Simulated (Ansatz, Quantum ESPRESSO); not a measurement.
**TaN (001), WC type: a film clamped to its substrate**

A thin film takes the in-plane lattice of its substrate and is free along the normal. How do the free axis and the stress follow the misfit? The strained cell has c along the film normal; unstrained it is a = 2.9238 Å, b = 2.9238 Å, c = 2.8706 Å, α = 90.00°, β = 90.00°, γ = 120.00°, with 2 atoms.

Calculated with Ansatz 0.2.0, PBEsol, PAW files of the set soft_1, cutoff 600 eV, Fermi–Dirac smearing 0.05 eV, k-mesh 17×17×15, no spin polarisation, no spin-orbit coupling.

Relaxed positions at 0 %:

```
atom       x       y       z
  Ta  0.0000  0.0000  0.0000
   N  0.6667  0.3333  0.5000
```

```csv
ε∥ (%),a (Å),c (Å),ε⊥ (%),"σ (GPa, tension positive)"
−3,2.8361,2.9057,1.225,−28.03
−2,2.8653,2.8933,0.793,−17.97
−1,2.8946,2.8817,0.386,−8.63
0,2.9238,2.8706,0.000,0.00
1,2.9530,2.8602,−0.362,7.96
3,3.0115,2.8413,−1.020,22.04
```

**Question.** Fit both responses and give the free strain and the stress at +2 %, a row left out above.

Least squares with y = y0 + y1 ε + y2 ε² (ε in %) gives ε⊥ = 0.000 + (−0.3741) ε + (0.0113) ε² and σ = 0.00 + (8.337) ε + (−0.333) ε² GPa. The linear terms put the ratio of free to applied strain at −0.374 and the biaxial modulus at 834 GPa.

At +2 % the free strain comes out as −0.703 %. The run itself gives −0.703 %, so the estimate misses by 0.000 %, a rounding's worth.

The stress comes out as 15.35 GPa. The run itself gives 15.30 GPa, so the estimate misses by 0.05 GPa; the fitted rows themselves lie up to 0.05 GPa off the law.

With c as the unique axis, zero normal stress gives ε⊥/ε∥ = −2C13/C33 for relaxed atoms, so 2C13/C33 is about 0.37.

The negative ε² term means that the crystal stiffens in compression and softens in tension.

The same fit over all rows at other levels or in other programs gives the strain ratio = −0.378 with PBEsol (Quantum ESPRESSO, GBRV) and −0.391 with LDA (Quantum ESPRESSO, GBRV).

[Logs are printed without paths, hosts, clocks, repeated set-up lines and the standing remarks that a program may print on its own settings, such as how far it seeks lower states.]
